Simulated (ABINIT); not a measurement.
Computed results, one entry a study.

### Quasiparticle gap of Na2H6Pt (Fm-3m) in ABINIT

It takes space group Fm-3m (No. 225, cubic). The conventional cell has a = 7.259 Å, b = 7.259 Å, c = 7.259 Å, α = 90.00°, β = 90.00°, γ = 90.00°. Nearest to Na lie 12 H at 2.57 Å. H has 1 Pt at 1.64 Å and 4 H at 2.32 Å and 4 Na at 2.57 Å nearest. Nearest to Pt lie 6 H at 1.64 Å. Farther neighbours, and contacts between anions beyond the nearest, are not listed.

* method: RPA screening on LDA, plane waves, norm-conserving pseudopotentials (and 2 further levels or steps)
* program: ABINIT 10.8.3
* settings: cutoff 38 Ha, PseudoDojo scalar-relativistic 0.4.1 standard, norm-conserving, ngkpt (2, 2, 2), nband 60, ecuteps 3.2 Ha, inclvkb 2, shiftk (0, 0, 0), symchi 1, awtr 1, frequency ppm, 2×2×2 k-mesh
* cost: 5 runs, 1.8 min in all on 4 MPI ranks of Arm Neoverse V1, shared host
* notes: The program’s warnings: nproc spkpt=  >= nkpt= * nsppol=. The cell and positions are those that the Materials Project relaxed with its own functionals (PBE, PBE+U or r2SCAN), kept fixed. Limits: no spin polarisation; d states lean on the start; no spin-orbit coupling. Local fields lower the RPA ε∞ on this mesh from 5.07 to 4.10; a Γ-centred mesh this coarse tends to raise both, most where the direct gap is narrow, while a short band sum lowers them. The 2×2×2 mesh is coarse for this cell, which bears on the long-range parts of exchange and screening. The runs have no spin polarisation. For a closed low-spin shell that is the natural state; where a d or f shell is open it is a constraint, and the gap is then not the crystal’s own.
* LDA gap: 3.28 eV, indirect
* G0W0 gap on the mesh: 5.46 eV
* G0W0 gap over the zone (rigid shift): 5.41 eV
* GW settings: 2×2×2 mesh, 60 bands, screening to 87.1 eV, Godby-Needs plasmon pole
* known limits: short of the basis limit; no spin polarisation; d states lean on the start; no spin-orbit coupling; coarse k mesh

G0W0 moves the gap on the mesh from 3.34 eV to 5.46 eV (+2.12 eV), with Z of 0.82 and 0.84 at the edges. The mesh misses the band edges by 0.06 eV in all; a rigid shift gives 5.41 eV for the zone.

[Paths, hosts, dates, memory and timing lines, banners, echoed tables and standing remarks are left out of the program output; an Ansatz launch command may be rebuilt from the run's recorded settings. Measured values are a selection of at most five: reports struck by readers or far from the other reports are left out. None is set beside runs whose start may be inverted or whose files or cutoffs have a known fault.]

[Runs of the session that timed out or met a known fault of the program may be left out.]

[Hosts, paths, dates, database ids (printed as entryN), source tags and the programs' standing remarks are cut or masked in the printed files.]

[G0W0 gaps are taken among the corrected bands and points alone; a level outside them can change the order at an edge.]

[Where Ansatz stands beside ABINIT at settings called matched, ABINIT's density can come from a denser mesh and the files from another edition; pairs whose starting gaps differed by over 0.03 eV were left out, so agreement reads better than it is.]
